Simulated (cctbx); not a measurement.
# Accept or mend?

Cell a = 10.7350 Å, b = 10.7350 Å, c = 10.7350 Å, α = 90.00°, β = 90.00°, γ = 90.00°; space group Fm-3m (no. 225).

Simulated single-crystal data (cctbx): Mo Kα, λ = 0.71073 Å, to d = 0.7 Å, 80 % of the full sphere, strongest reflection 40000 counts, noise from counting, a 4 % proportional error and a noise floor of 15 counts (s.d.); no absorption.

An anisotropic refinement with weights 1/σ² prints:

```text
Rint 0.036, 129 unique reflections to 0.70 A
cycle     R1     wR2    GooF  max shift (A)
   1  0.0548  0.1351   8.249   0.01262
   2  0.0448  0.1142   6.970   0.00018
final R1 0.0449 wR2 0.1141 GooF 6.969  parameters 5  data/parameter 25.8
atom        x        y        z      Ueq    occ   su(xyz)  su(Uiso or U11)
Tl1    0.25000  0.75000  0.75000   0.0131  1.000  0.00000  0.0005
Br1    0.00000  0.00000  0.75115   0.0154  1.000  0.00028  0.0007
V1     0.00000  0.00000  0.00000   0.0102  1.000  0.00000  0.0015
difference map: max 28.06 min -10.13 rms 0.71
Q1    0.0000  0.0000  0.5000    4   28.06  2.70 A from Br1
Q2    0.2500  0.2500  0.2500    8    4.79  0.00 A from Tl1
Q3    0.0000  0.0000  0.2237   24    3.55  0.27 A from Br1
Q4    0.0000  0.0000  0.0000    4    1.70  0.00 A from V1
Q5    0.0000  0.2200  0.2200   48    1.56  2.38 A from Br1
Q6    0.0576  0.0576  0.4424   32    0.67  2.25 A from Br1
```

**Question.** Can this result stand? If not, what is the likely fault?

Mend it. The fault: an atom left out, Na at (1/2, 0, 0). Against the right model at the same level, R1 goes from 0.0069 to 0.0449 and GooF from 0.84 to 6.97, U of V1 shrinks from 0.0191 to 0.0102 Å² and the top difference peak, 28.1 e/Å³, lies 2.70 Å from Br1. Q1 is the missing atom. With scattering power missing, scale and phases suffer, so peaks may also grow on the heavy atoms.

The compound is NaTl2VBr6. The right model at the same level gives:

```text
Rint 0.036, 129 unique reflections to 0.70 A
cycle     R1     wR2    GooF  max shift (A)
   1  0.0073  0.0143   0.877   0.00057
   2  0.0069  0.0138   0.844   0.00000
final R1 0.0069 wR2 0.0138 GooF 0.844  parameters 6  data/parameter 21.5
atom        x        y        z      Ueq    occ   su(xyz)  su(Uiso or U11)
Tl1    0.25000  0.75000  0.75000   0.0143  1.000  0.00000  0.0001
Br1    0.00000  0.00000  0.75226   0.0166  1.000  0.00007  0.0001
V1     0.00000  0.00000  0.00000   0.0191  1.000  0.00000  0.0005
Na1    0.50000  0.00000  0.00000   0.0274  1.000  0.00000  0.0015
difference map: max 0.92 min -0.98 rms 0.14
Q1    0.0000  0.0000  0.5000    4    0.92  0.00 A from Na1
Q2    0.0000  0.0000  0.4320   24    0.67  0.73 A from Na1
Q3    0.0509  0.0509  0.3536   96    0.49  1.37 A from Br1
Q4    0.0000  0.0000  0.2177   24    0.49  0.32 A from Br1
Q5    0.0000  0.1282  0.1282   48    0.45  1.88 A from Br1
Q6    0.0000  0.0493  0.0493   48    0.45  0.75 A from V1
```

This is a model crystal, built by substitution and not relaxed, with assumed displacement parameters.

[Middle refinement cycles are left out of these outputs.]

[Logs are printed without paths, hosts, clocks, repeated set-up lines and the standing remarks that a program may print on its own settings, such as how far it seeks lower states.]
